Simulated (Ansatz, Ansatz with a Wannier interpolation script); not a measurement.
Rows from a G0W0 calculation on Rb2PdC2 (P-3m1) (Ansatz 0.2.0; G0W0 on LDA, plane waves, PAW; PAW set soft_1; 6×6×4 mesh, 548 empty bands, screening to 150 eV, PAW set soft_1 files), in eV. Spin-orbit coupling is left out.

```
row      Σx     Σc     Vxc     Z
  A  -30.98   5.01  -25.54  0.65
  B   -6.39  -3.13  -10.03  0.77
  C  -22.83   2.57  -19.81  0.69
  D   -7.14  -3.67  -11.43  0.75
  E  -26.55   3.04  -23.14  0.70
  F  -26.26   3.04  -22.85  0.70
```

Question: Which rows are filled states and which are empty ones, and how can one tell?

Filled: A, C, E and F. Empty: B and D. The sign of Σc tells: for a filled state bare exchange, which holds its interaction with itself, lies below Vxc (Σx − Vxc is -3.0 eV or lower here) and screening gives part back as a positive Σc. For an empty state Σx lies above Vxc (+3.6 eV or more) and the Coulomb hole leaves Σc negative.

[Paths, hosts, dates, memory and timing lines, banners, echoed tables and standing remarks are left out of the program output.]

[Logs are printed without paths, hosts, clocks, repeated set-up lines and the standing remarks that a program may print on its own settings, such as how far it seeks lower states.]

[Runs of the session that timed out or met a known fault of the program may be left out.]

[Hosts, paths, dates, database ids (printed as entryN), source tags and the programs' standing remarks are cut or masked in the printed files.]
